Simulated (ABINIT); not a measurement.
# AlGaN2 (P-4m2): a self-consistent loop beyond G0W0, cycle by cycle, part 3 of 3

Aim: iterate the self-energy on AlGaN2 (P-4m2) and follow the gap from cycle to cycle.

ABINIT 10.8.3; LDA and many-body steps on it, plane waves. Known limits of the many-body steps: not at the basis limit; no spin-orbit coupling; coarse k mesh.

So far. Step 10 (evGW, cycle 1): Against G0W0 in ABINIT (4×4×2 mesh, 45 bands, screening to 106.1 eV, Godby-Needs plasmon pole), the gap moves by +0.508 eV. Step 13 (evGW, cycle 2): Against the cycle before, the gap moves by +0.036 eV.

### Step 14. Screening, 4×4×2 mesh, 45 bands, screening to 106.1 eV

This step: RPA screening on LDA, plane waves, norm-conserving pseudopotentials.

The input, run.abi:

```
acell 3*1.0 Angstrom
rprim 
  3.140877048700 0.000000000000 0.000000000000
  0.000000000000 3.140877048700 0.000000000000
  0.000000000000 0.000000000000 4.423837940000
ntypat 3
znucl 13 31 7
natom 4
typat 1 2 3 3
xred 
  0.500000000000 0.500000000000 0.500000000000
  0.000000000000 0.000000000000 0.000000000000
  0.500000000000 0.000000000000 0.738264810000
  0.000000000000 0.500000000000 0.261735190000
pp_dirpath "pseudos"
pseudos "Al.upf, Ga.upf, N.upf"
ecut 45
ngkpt 4 4 2
nshiftk 1
shiftk 0 0 0
kptopt 1
chksymbreak 0
istwfk *1
occopt 1
irdwfk 1
optdriver 3
nband 45
ecuteps 3.9
inclvkb 2
awtr 1
symchi 1
gwcalctyp 10
mbpt_sciss 2.212 eV
nqptdm 1
qptdm 
  0 0 0
indata_prefix "in"
outdata_prefix "out"
tmpdata_prefix "tmp"
```

Command:

```sh
> OMP_NUM_THREADS=1 mpirun -n 4 abinit run.abi > log
```

Numbers of over 12 decimals in the logs are rounded to 6 here.

The program printed:

```text
.Version 10.8.3 of ABINIT. v10.8.2 released Aug 2026.

 Symmetries : space group P-4 m 2 (#115); Bravais tP (primitive tetrag.)
[... echo of the input left out ...]
== DATASET  1 ==================================================================
-   mpi_nproc: 4, omp_nthreads: 1 (-1 if OMP is not activated)

--- !DatasetInfo
iteration_state: {dtset: 1, }
dimensions: {natom: 4, nkpt: 12, mband: 45, nsppol: 1, nspinor: 1, nspden: 1, mpw: 4296, }
cutoff_energies: {ecut:  45.0, pawecutdg:  -1.0, }
[...]
[... chi0 elements left out ...]
 For q-point:  0.000010 0.000020 0.000030
  dielectric constant =   4.3976
  dielectric constant without local fields =   4.6950

  Average fulfillment of the sum rule on Im[epsilon] for q-point    1 :     29.08  [%]
[... wings left out ...]
== END DATASET(S) ==============================================================
================================================================================

 -outvars: echo values of variables after computation  --------
           etotal      0.0000000000E+00
            nband          45
             nkpt          12
          spgroup         115
 [... the other variables as echoed above ...]

 Calculation completed.
```

It took 6.8 s on 4 MPI ranks of Arm Neoverse V1, shared host; peak memory 0.72 GiB.

Numbers from this step:

| Item | Value |
| --- | --- |
| ε∞ with local fields, on this mesh, along the program's q direction | 4.398 |
| the same without local fields | 4.695 |
| plasma frequency | 32.78 eV |
| plane waves in the screening matrix | 107 |

This screening uses the functional's bands under a rigid shift, the mean opening of the cycle before.

### Step 15. Screening, 4×4×2 mesh, 45 bands, screening to 106.1 eV

This step: RPA screening on LDA from quasiparticle energies, plane waves, norm-conserving pseudopotentials.

Changes to run.abi since step 14:

```diff
@@ -31,7 +31,17 @@
 symchi 1
+irdqps 1
 gwcalctyp 10
-mbpt_sciss 2.212 eV
-nqptdm 1
+nqptdm 11
 qptdm 
-  0 0 0
+  0.2500000000 0.0000000000 0.0000000000
+  0.5000000000 0.0000000000 0.0000000000
+  0.2500000000 0.2500000000 0.0000000000
+  0.5000000000 0.2500000000 0.0000000000
+  0.5000000000 0.5000000000 0.0000000000
+  0.0000000000 0.0000000000 0.5000000000
+  0.2500000000 0.0000000000 0.5000000000
+  0.5000000000 0.0000000000 0.5000000000
+  0.2500000000 0.2500000000 0.5000000000
+  0.5000000000 0.2500000000 0.5000000000
+  0.5000000000 0.5000000000 0.5000000000
 indata_prefix "in"
```

The input, mrgscr.stdin:

```
2
merged
q0_SCR
out_SCR
1
```

Command:

```sh
> OMP_NUM_THREADS=1 mpirun -n 4 abinit run.abi > log; mrgscr < mrgscr.stdin
```

The program printed:

```text
.Version 10.8.3 of ABINIT. v10.8.2 released Aug 2026.

 Symmetries : space group P-4 m 2 (#115); Bravais tP (primitive tetrag.)
[... echo of the input left out ...]
== DATASET  1 ==================================================================
-   mpi_nproc: 4, omp_nthreads: 1 (-1 if OMP is not activated)

--- !DatasetInfo
iteration_state: {dtset: 1, }
dimensions: {natom: 4, nkpt: 12, mband: 45, nsppol: 1, nspinor: 1, nspden: 1, mpw: 4296, }
cutoff_energies: {ecut:  45.0, pawecutdg:  -1.0, }
[...]
q-point number  1        q = ( 0.250000, 0.000000, 0.000000) [r.l.u.]
--------------------------------------------------------------------------------
[... chi0 elements left out ...]
  Average fulfillment of the sum rule on Im[epsilon] for q-point    2 :     41.52  [%]

--------------------------------------------------------------------------------
  q-point number  2        q = ( 0.500000, 0.000000, 0.000000) [r.l.u.]
--------------------------------------------------------------------------------
[... chi0 elements left out ...]
  Average fulfillment of the sum rule on Im[epsilon] for q-point    3 :     35.15  [%]

 [... 9 further q-points ...]
```

It took 13 s on 4 MPI ranks; peak memory 0.68 GiB.

This step gave:

| Quantity | Value |
| --- | --- |
| plasma frequency | 32.78 eV |
| plane waves in the screening matrix | 107 |

This screening reads the quasiparticle levels of the cycle before.

### Step 16. evGW, cycle 3

This step: evGW on LDA, plane waves, norm-conserving pseudopotentials.

Changes to run.abi since step 15:

```diff
@@ -25,12 +25,10 @@
 irdwfk 1
-optdriver 3
+optdriver 4
 nband 45
-ecuteps 3.9
-inclvkb 2
-awtr 1
-symchi 1
-irdqps 1
 gwcalctyp 10
-nqptdm 11
-qptdm 
+ecutsigx 45
+symsigma 1
+nkptgw 12
+kptgw 
+  0.0000000000 0.0000000000 0.0000000000
   0.2500000000 0.0000000000 0.0000000000
@@ -46,2 +44,19 @@
   0.5000000000 0.5000000000 0.5000000000
+bdgw 
+  12 23
+  12 23
+  12 23
+  12 23
+  12 23
+  12 23
+  12 23
+  12 23
+  12 23
+  12 23
+  12 23
+  12 23
+ecuteps 3.9
+irdscr 1
+ppmodel 1
+irdqps 1
 indata_prefix "in"
```

Command:

```sh
> OMP_NUM_THREADS=1 mpirun -n 4 abinit run.abi > log
```

The program printed:

```text
.Version 10.8.3 of ABINIT. v10.8.2 released Aug 2026.

 Symmetries : space group P-4 m 2 (#115); Bravais tP (primitive tetrag.)
[... echo of the input left out ...]
== DATASET  1 ==================================================================
-   mpi_nproc: 4, omp_nthreads: 1 (-1 if OMP is not activated)

--- !DatasetInfo
iteration_state: {dtset: 1, }
dimensions: {natom: 4, nkpt: 12, mband: 45, nsppol: 1, nspinor: 1, nspden: 1, mpw: 4296, }
cutoff_energies: {ecut:  45.0, pawecutdg:  -1.0, }
[...]
.  kptgw no:  3; Maximum DeltaE = (  -0.002  -0.000) for band index:  1
[...]
.  kptgw no: 11; Maximum DeltaE = (  -0.002  -0.000) for band index:  2
.  kptgw no: 12; Maximum DeltaE = (  -0.002  -0.000) for band index:  2

== END DATASET(S) ==============================================================
================================================================================

 -outvars: echo values of variables after computation  --------
           etotal      0.0000000000E+00
            nband          45
             nkpt          12
          spgroup         115
 [... the other variables as echoed above ...]

 Calculation completed.
```

The job ended after 41 s (4 MPI ranks; peak memory 1.2 GiB; 2.7 min of CPU time).

Numbers from this step:

| Quantity | Value |
| --- | --- |
| quasiparticle gap on the mesh | 4.718 eV |
| gap of the density functional on the mesh | 2.872 eV |
| k of the valence top | 0, 0, 0 |
| k of the conduction bottom | 0, 0, 0 |
| least direct quasiparticle gap on the computed points | 4.718 eV |

Against the cycle before, the gap moves by +0.003 eV.

### Step 17. Side by side

Times are wall times on 4 MPI ranks of Arm Neoverse V1, shared host, good to a factor of about two. A run's time includes the screening step that it read.

```csv
run,mesh,bands,screening cutoff (eV),DFT gap (eV),gap on the mesh (eV),direct (eV),ε∞ used,time
G0W0,4×4×2,45,106.1,2.872,4.171,4.171,5.44,20 s
"evGW0, cycle 1",4×4×2,45,106.1,2.872,4.459,4.459,5.44,57 s
"evGW0, cycle 2",4×4×2,45,106.1,2.872,4.366,4.366,5.44,57 s
"evGW0, cycle 3",4×4×2,45,106.1,2.872,4.366,4.366,5.44,57 s
"evGW, cycle 1",4×4×2,45,106.1,2.872,4.679,4.679,4.54,60 s
"evGW, cycle 2",4×4×2,45,106.1,2.872,4.715,4.715,4.41,60 s
"evGW, cycle 3",4×4×2,45,106.1,2.872,4.718,4.718,4.40,61 s
```

### Step 18. Outcome

* G0W0: 4.171 eV
* evGW0, cycle 1: 4.459 eV
* evGW0, cycle 2: 4.366 eV
* evGW0, cycle 3: 4.366 eV
* evGW, cycle 1: 4.679 eV
* evGW, cycle 2: 4.715 eV
* evGW, cycle 3: 4.718 eV
* known limits: not at the basis limit; no spin-orbit coupling; coarse k mesh

**Reading.** Only the bands that the input lists are updated; the others, empty or deep, keep the functional's energies or take a rigid shift. The evGW loop starts from the last levels of evGW0, so its cycles and time come on top of those. evGW0 ends at 4.37 eV, +0.20 eV from G0W0, after 3 cycles that took 2 min beside the first screening; the last moved the gap by 0.000 eV. evGW ends at 4.72 eV, +0.55 eV from G0W0, after 3 cycles that took 3 min beside the first screening; the last moved the gap by 0.003 eV. The first cycle of evGW0 takes the full correction, without the factor Z, so it overshoots the one-shot value. Bands and cutoff are finite, so the gap is not at the basis limit. The miss can reach some tenths of an eV and take either sign; the mesh is an error of its own. The 4×4×2 mesh is coarse for this cell, which bears on the long-range parts of exchange and screening. In the updated screening the q = 0 part is built from Kohn-Sham bands under a rigid shift, the other q from the quasiparticle levels. The many-body steps are scalar-relativistic: spin-orbit coupling is not in them.

[Paths, hosts, dates, memory and timing lines, banners, echoed tables and standing remarks are left out of the program output.]

[Logs are printed without paths, hosts, clocks, repeated set-up lines and the standing remarks that a program may print on its own settings, such as how far it seeks lower states.]

[Runs of the session that timed out or met a known fault of the program may be left out.]

[Hosts, paths, dates, database ids (printed as entryN), source tags and the programs' standing remarks are cut or masked in the printed files.]

[G0W0 gaps are taken among the corrected bands and points alone; a level outside them can change the order at an edge.]

[Where Ansatz stands beside ABINIT at settings called matched, ABINIT's density can come from a denser mesh and the files from another edition; pairs whose starting gaps differed by over 0.03 eV were left out, so agreement reads better than it is.]
